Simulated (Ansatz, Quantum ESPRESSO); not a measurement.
# 1T-PtSe2, 2 layers, AA stacking: the energy at a withheld member of a series

**Set-up.** Quantum ESPRESSO 7.5, PBE-D3(BJ), GBRV ultrasoft. Cell and atoms are first relaxed with a D3(BJ) correction; each strained cell is then held and the atoms relax in it. A periodic run with 15 Å of vacuum in the starting cell gives the vacuum levels, and bands follow along a path. The series steps biaxial strain. Energies count from the lowest.

```
biaxial strain  energy (eV)
          -4 %       0.2265
          -3 %       0.1278
          -2 %       0.0570
          -1 %       0.0144
           0 %       0.0000
           1 %       0.0133
           2 %       0.0536
           3 %       0.1200
```

**Question.** What is the energy at 4 %?

**Worked estimate.** The rows at 2 % and 3 % give a slope of (0.1200 − (0.0536))/(3 − (2)) = 0.0664, so a straight line gives 0.1864 eV. A parabola through these and the row at 1 % gives 0.2125 eV.

**The withheld run.** 0.2113 eV. The line misses by −0.0249 and the parabola by +0.0012 eV. The parabola does better.

**Limits.** Semilocal gaps are too small; the 1×1 cell can't ripple over many cells under compression as a free sheet would. No spin-orbit coupling.

[Logs are printed without paths, hosts, clocks, repeated set-up lines and the standing remarks that a program may print on its own settings, such as how far it seeks lower states.]
